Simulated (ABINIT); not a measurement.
# K2LiAlH6 (Fm-3m): G0W0 with ABINIT, start to end

Aim: the G0W0 gap of K2LiAlH6 (Fm-3m) on LDA, step by step.

Calculated with ABINIT 10.8.3; LDA and many-body steps on it, plane waves.

### Step 1. Starting point

It takes space group Fm-3m (No. 225, cubic). The conventional cell has a = 7.761 Å, b = 7.761 Å, c = 7.761 Å, α = 90.00°, β = 90.00°, γ = 90.00°. Nearest to K lie 12 H at 2.75 Å. Nearest to Li lie 6 H at 2.11 Å. Al has 6 H at 1.77 Å nearest. Nearest to H lie 1 Al at 1.77 Å and 1 Li at 2.11 Å and 4 H at 2.50 Å and 4 K at 2.75 Å. Farther neighbours are not listed.

Structure file:

```cif
data_structure
_symmetry_space_group_name_H-M 'Fm-3m'
_symmetry_Int_Tables_number 225
_cell_length_a 7.7607
_cell_length_b 7.7607
_cell_length_c 7.7607
_cell_angle_alpha 90.000
_cell_angle_beta 90.000
_cell_angle_gamma 90.000
_cell_volume 467.41
loop_
_atom_site_label
_atom_site_type_symbol
_atom_site_symmetry_multiplicity
_atom_site_Wyckoff_symbol
_atom_site_fract_x
_atom_site_fract_y
_atom_site_fract_z
_atom_site_occupancy
K1 K 8 c 0.25000 0.25000 0.75000 1
Li1 Li 4 b 0.50000 0.00000 0.00000 1
Al1 Al 4 a 0.00000 0.00000 0.00000 1
H1 H 24 e 0.22789 0.00000 0.00000 1
```

The cell and positions are those that the Materials Project relaxed with its own functionals (PBE, PBE+U or r2SCAN), kept fixed.

### Step 2. Ground state

This step: ABINIT 10.8.3; DFT, LDA, plane waves, norm-conserving pseudopotentials.

The ground-state density comes first.

run.abi reads:

```
acell 3*1.0 Angstrom
rprim 
  -0.000000000000 3.880349530400 3.880349530400
  3.880349530400 0.000000000000 3.880349530400
  3.880349530400 3.880349530400 0.000000000000
ntypat 4
znucl 19 3 13 1
natom 10
typat 1 1 2 3 4 4 4 4 4 4
xred 
  0.750000000000 0.750000000000 0.750000000000
  0.250000000000 0.250000000000 0.250000000000
  0.500000000000 0.500000000000 0.500000000000
  0.000000000000 -0.000000000000 -0.000000000000
  0.772107360000 0.227892640000 0.227892640000
  0.772107360000 0.227892640000 0.772107360000
  0.227892640000 0.772107360000 0.772107360000
  0.227892640000 0.772107360000 0.227892640000
  0.227892640000 0.227892640000 0.772107360000
  0.772107360000 0.772107360000 0.227892640000
pp_dirpath "pseudos"
pseudos "K.upf, Li.upf, Al.upf, H.upf"
ecut 33
ngkpt 6 6 6
nshiftk 1
shiftk 0 0 0
kptopt 1
chksymbreak 0
nband 24
occopt 1
tolvrs 1e-10
nstep 60
prtwf 0
optforces 0
optstress 0
indata_prefix "in"
outdata_prefix "out"
tmpdata_prefix "tmp"
```

Run with:

```sh
$ OMP_NUM_THREADS=1 mpirun -n 4 abinit run.abi > log
```

Numbers of over 12 decimals in the logs are rounded to 6 here.

Output:

```text
.Version 10.8.3 of ABINIT. v10.8.2 released Aug 2026.

 Symmetries : space group Fm -3 m (#225); Bravais cF (face-center cubic)
================================================================================
 Values of the parameters that define the memory need of the present run
     intxc =       0    ionmov =       0      iscf =       7    lmnmax =       6
     lnmax =       6     mgfft =      54  mpssoang =       3    mqgrid =    3001
     natom =      10  nloc_mem =       1    nspden =       1   nspinor =       1
    nsppol =       1      nsym =      48    n1xccc =    2501    ntypat =       4
    occopt =       1   xclevel =       1
-    mband =          24        mffmem =           1         mkmem =           4
       mpw =        7169          nfft =      157464          nkpt =          16
================================================================================
  Rough estimation (10% accuracy) of disk space for files :
================================================================================

--------------------------------------------------------------------------------
------------- Echo of variables that govern the present computation ------------
--------------------------------------------------------------------------------
 -outvars: echo values of preprocessed input variables --------
            acell      1.8897261259E+00  1.8897261259E+00  1.8897261259E+00 Bohr

      chksymbreak           0
             ecut      3.30000000E+01 Hartree
-          fftalg         312

              ixc       -1012
              kpt      0.00000000E+00  0.00000000E+00  0.00000000E+00
                       1.66666667E-01  0.00000000E+00  0.00000000E+00
                       3.33333333E-01  0.00000000E+00  0.00000000E+00
                       5.00000000E-01  0.00000000E+00  0.00000000E+00
                       1.66666667E-01  1.66666667E-01  0.00000000E+00
                       3.33333333E-01  1.66666667E-01  0.00000000E+00
                       5.00000000E-01  1.66666667E-01  0.00000000E+00
                      -3.33333333E-01  1.66666667E-01  0.00000000E+00
                      -1.66666667E-01  1.66666667E-01  0.00000000E+00
   [... 5 further rows ...]
                      -3.33333333E-01  3.33333333E-01  1.66666667E-01
                      -3.33333333E-01  5.00000000E-01  1.66666667E-01
         kptrlatt        6    0    0      0    6    0      0    0    6
          kptrlen      6.22208533E+01
P           mkmem           4
            natom          10
            nband          24
            ngfft          54      54      54
             nkpt          16
            nstep          60
             nsym          48
           ntypat           4
              occ      2.000000  2.000000  2.000000  2.000000  2.000000  2.000000
                       2.000000  2.000000  2.000000  2.000000  2.000000  2.000000
                       2.000000  2.000000  2.000000  0.000000  0.000000  0.000000
                       0.000000  0.000000  0.000000  0.000000  0.000000  0.000000
        optforces           0
        optstress           0
            prtwf           0
            rprim     -0.0000000000E+00  3.8803495304E+00  3.8803495304E+00
[...]
spgroup         225

           tolvrs      1.00000000E-10

             xred      7.5000000000E-01  7.5000000000E-01  7.5000000000E-01
[...]
znucl       19.00000    3.00000   13.00000    1.00000

================================================================================

 chkinp: Checking input parameters for consistency.

================================================================================
== DATASET  1 ==================================================================
-   mpi_nproc: 4, omp_nthreads: 1 (-1 if OMP is not activated)

--- !DatasetInfo
iteration_state: {dtset: 1, }
dimensions: {natom: 10, nkpt: 16, mband: 24, nsppol: 1, nspinor: 1, nspden: 1, mpw: 7169, }
cutoff_energies: {ecut:  33.0, pawecutdg:  -1.0, }
electrons: {nelect:   3.00000000E+01, charge:   0.00000000E+00, occopt:   1.00000000E+00, tsmear:   1.00000000E-02, }

 Real(R)+Recip(G) space primitive vectors, cartesian coordinates (Bohr,Bohr^-1):
 R(1)=  0.0000000  7.3327979  7.3327979  G(1)= -0.0681868  0.0681868  0.0681868
 R(2)=  7.3327979  0.0000000  7.3327979  G(2)=  0.0681868 -0.0681868  0.0681868
 R(3)=  7.3327979  7.3327979  0.0000000  G(3)=  0.0681868  0.0681868 -0.0681868
 Unit cell volume ucvol=  7.8856798E+02 bohr^3
 Angles (23,13,12)=  6.00000000E+01  6.00000000E+01  6.00000000E+01 degrees

 getcut: wavevector=  0.0000  0.0000  0.0000  ngfft=  54  54  54
         ecut(hartree)=     33.000   => boxcut(ratio)=   2.01435

--- Pseudopotential description ------------------------------------------------
- K Generated using ONCVPSP code by D. R. Hamann
- 19.00000   9.00000  180309                  znucl, zion, pspdat
12 -1012 2 -1 2170                            pspcod,pspxc,lmax,lloc,mmax
     nproj     2     2     2
  pspatm : epsatm=    8.21740868
         --- l  ekb(1:nproj) -->
[...]
pspatm: atomic psp has been read  and splines computed

- Li Generated using ONCVPSP code by D. R. Hamann
-  3.00000   3.00000  180309                  znucl, zion, pspdat
12 -1012 1 -1 1944                            pspcod,pspxc,lmax,lloc,mmax
     nproj     2     2     0
[...]
12 -1012 2 -1 1854                            pspcod,pspxc,lmax,lloc,mmax
     nproj     2     2     2
  pspatm : epsatm=    0.57439143
         --- l  ekb(1:nproj) -->
[...]
pspatm: atomic psp has been read  and splines computed

- H Generated using ONCVPSP code by D. R. Hamann
-  1.00000   1.00000  180309                  znucl, zion, pspdat
12 -1012 1 -1 1180                            pspcod,pspxc,lmax,lloc,mmax
     nproj     2     1     0
  pspatm : epsatm=    0.35439867
         --- l  ekb(1:nproj) -->
[...]
1   -0.275071
 pspatm: atomic psp has been read  and splines computed

   6.52492599E+02                                ecore*ucvol(ha*bohr**3)
--------------------------------------------------------------------------------

_setup2: Arith. and geom. avg. npw (full set) are    7141.634    7141.626

================================================================================

--- !BeginCycle
iteration_state: {dtset: 1, }
solver: {iscf: 7, nstep: 60, nline: 4, wfoptalg: 0, }
tolerances: {tolvrs: 1.00E-10, }

     iter   Etot(hartree)      deltaE(h)  residm     vres2
 ETOT  1  -72.799993934388    -7.280E+01 4.508E-02 4.330E+02
 ETOT  2  -72.885244662283    -8.525E-02 1.078E-02 6.674E+00
 ETOT  3  -72.885533958241    -2.893E-04 6.821E-03 1.319E+00
 ETOT  4  -72.885606689692    -7.273E-05 2.593E-03 3.814E-02
 ETOT  5  -72.885610186203    -3.497E-06 2.306E-03 4.760E-03
 ETOT  6  -72.885610495350    -3.091E-07 7.498E-04 1.971E-05
 ETOT  7  -72.885610497872    -2.521E-09 5.507E-04 5.313E-07
 ETOT  8  -72.885610497972    -9.986E-11 2.228E-04 2.384E-08
 ETOT  9  -72.885610497970     1.677E-12 1.266E-04 3.658E-10
 ETOT 10  -72.885610497972    -2.117E-12 1.086E-04 4.194E-12

 At SCF step   10       vres2   =  4.19E-12 < tolvrs=  1.00E-10 =>converged.

--- !ResultsGS
iteration_state: {dtset: 1, }
comment   : Summary of ground state results
lattice_vectors:
- [ -0.0000000,   7.3327979,   7.3327979, ]
- [  7.3327979,   0.0000000,   7.3327979, ]
- [  7.3327979,   7.3327979,   0.0000000, ]
lattice_lengths: [  10.37014,   10.37014,   10.37014, ]
lattice_angles: [ 60.000,  60.000,  60.000, ] # degrees, (23, 13, 12)
lattice_volume:   7.8856798E+02
convergence: {deltae: -2.117E-12, res2:  4.194E-12, residm:  1.086E-04, diffor:  0.000E+00, }
etotal    :  -7.28856105E+01
entropy   :   0.00000000E+00
fermie    :   8.08655080E-02
cartesian_stress_tensor: null
pressure_GPa: null
xred      :
- [  7.5000E-01,   7.5000E-01,   7.5000E-01,  K]
- [  2.5000E-01,   2.5000E-01,   2.5000E-01,  K]
- [  5.0000E-01,   5.0000E-01,   5.0000E-01, Li]
- [  0.0000E+00,   0.0000E+00,   0.0000E+00, Al]
- [  7.7211E-01,   2.2789E-01,   2.2789E-01,  H]
- [  7.7211E-01,   2.2789E-01,   7.7211E-01,  H]
- [  2.2789E-01,   7.7211E-01,   7.7211E-01,  H]
- [  2.2789E-01,   7.7211E-01,   2.2789E-01,  H]
- [  2.2789E-01,   2.2789E-01,   7.7211E-01,  H]
- [  7.7211E-01,   7.7211E-01,   2.2789E-01,  H]
cartesian_forces: null
force_length_stats: {min: null, max: null, mean: null, }

 Integrated electronic density in atomic spheres:
 ------------------------------------------------
 Atom  Sphere_radius  Integrated_density
[...]
================================================================================

 ----iterations are completed or convergence reached----

 Mean square residual over all n,k,spin=   93.285E-08; max=  10.865E-05
 reduced coordinates (array xred) for   10 atoms
[...]
0.772107360000      0.227892640000      0.772107360000
       0.227892640000      0.772107360000      0.772107360000
       0.227892640000      0.772107360000      0.227892640000
       0.227892640000      0.227892640000      0.772107360000
       0.772107360000      0.772107360000      0.227892640000
 rms dE/dt=  0.0000E+00; max dE/dt=  0.0000E+00; dE/dt below (all hartree)
    1       0.000000000000      0.000000000000      0.000000000000
    2       0.000000000000      0.000000000000      0.000000000000
    3       0.000000000000      0.000000000000      0.000000000000
    4       0.000000000000      0.000000000000      0.000000000000
    5       0.000000000000      0.000000000000      0.000000000000
    6       0.000000000000      0.000000000000      0.000000000000
    7       0.000000000000      0.000000000000      0.000000000000
    8       0.000000000000      0.000000000000      0.000000000000
    9       0.000000000000      0.000000000000      0.000000000000
   10       0.000000000000      0.000000000000      0.000000000000

 cartesian coordinates (angstrom) at end:
[...]
6      3.880350     5.992093     3.880350
    7      5.992093     3.880350     3.880350
    8      3.880350     1.768606     3.880350
    9      3.880350     3.880350     1.768606
   10      3.880350     3.880350     5.992093
 length scales=  1.889726125908  1.889726125908  1.889726125908 bohr
              =  1.000000000000  1.000000000000  1.000000000000 angstroms
 prteigrs : about to open file out_EIG
 Fermi (or HOMO) energy (hartree) =   0.08087   Average Vxc (hartree)=  -0.32890
 Eigenvalues (hartree) for nkpt=  16  k points:
 kpt#   1, nband= 24, wtk=  0.00463, kpt=  0.0000  0.0000  0.0000 (reduced coord)
  -1.54991   -0.97939   -0.97726   -0.38517   -0.38517   -0.38517   -0.37803   -0.37803
  -0.37803   -0.17227   -0.02700   -0.02700   -0.02700    0.05986    0.05986    0.16004
   0.26981    0.26981    0.26981    0.29146    0.29146    0.29146    0.37182    0.37190
 prteigrs : prtvol=0 or 1, do not print more k-points.

--- !EnergyTerms
iteration_state     : {dtset: 1, }
comment             : Components of total free energy in Hartree
kinetic             :  2.98856632056695E+01
hartree             :  1.54514037909916E+01
xc                  : -1.72556833283565E+01
Ewald energy        : -4.68009252433050E+01
psp_core            :  8.27439883161490E-01
local_psp           : -5.89489067032402E+01
non_local_psp       :  3.95539789710725E+00
total_energy        : -7.28856104979720E+01
total_energy_eV     : -1.98331849903444E+03
band_energy         : -1.18961083791519E+01

== END DATASET(S) ==============================================================
================================================================================

 -outvars: echo values of variables after computation  --------
           etotal     -7.2885610498E+01
            nband          24
             nkpt          16
          spgroup         225
 [... the other variables as echoed above ...]

 Calculation completed.
```

Wall time 34 s (4 MPI ranks of Arm Neoverse V1, shared host); peak memory 0.42 GiB.

Numbers from this step:

```yaml
total_energy: -1983.3185 eV
gap: 2.154 eV
k_of_the_valence_top: 0.5, 0.5, 0
k_of_the_conduction_bottom: 0, 0, 0
least_direct_gap: 2.726 eV
```

The gap is indirect, with the least direct gap 0.57 eV higher.

[end of part 1 of 3]

[Paths, hosts, dates, memory and timing lines, banners, echoed tables and standing remarks are left out of the program output.]

[Logs are printed without paths, hosts, clocks, repeated set-up lines and the standing remarks that a program may print on its own settings, such as how far it seeks lower states.]

[Runs of the session that timed out or met a known fault of the program may be left out.]

[Hosts, paths, dates, database ids (printed as entryN), source tags and the programs' standing remarks are cut or masked in the printed files.]

[G0W0 gaps are taken among the corrected bands and points alone; a level outside them can change the order at an edge.]

[Where Ansatz stands beside ABINIT at settings called matched, ABINIT's density can come from a denser mesh and the files from another edition; pairs whose starting gaps differed by over 0.03 eV were left out, so agreement reads better than it is.]
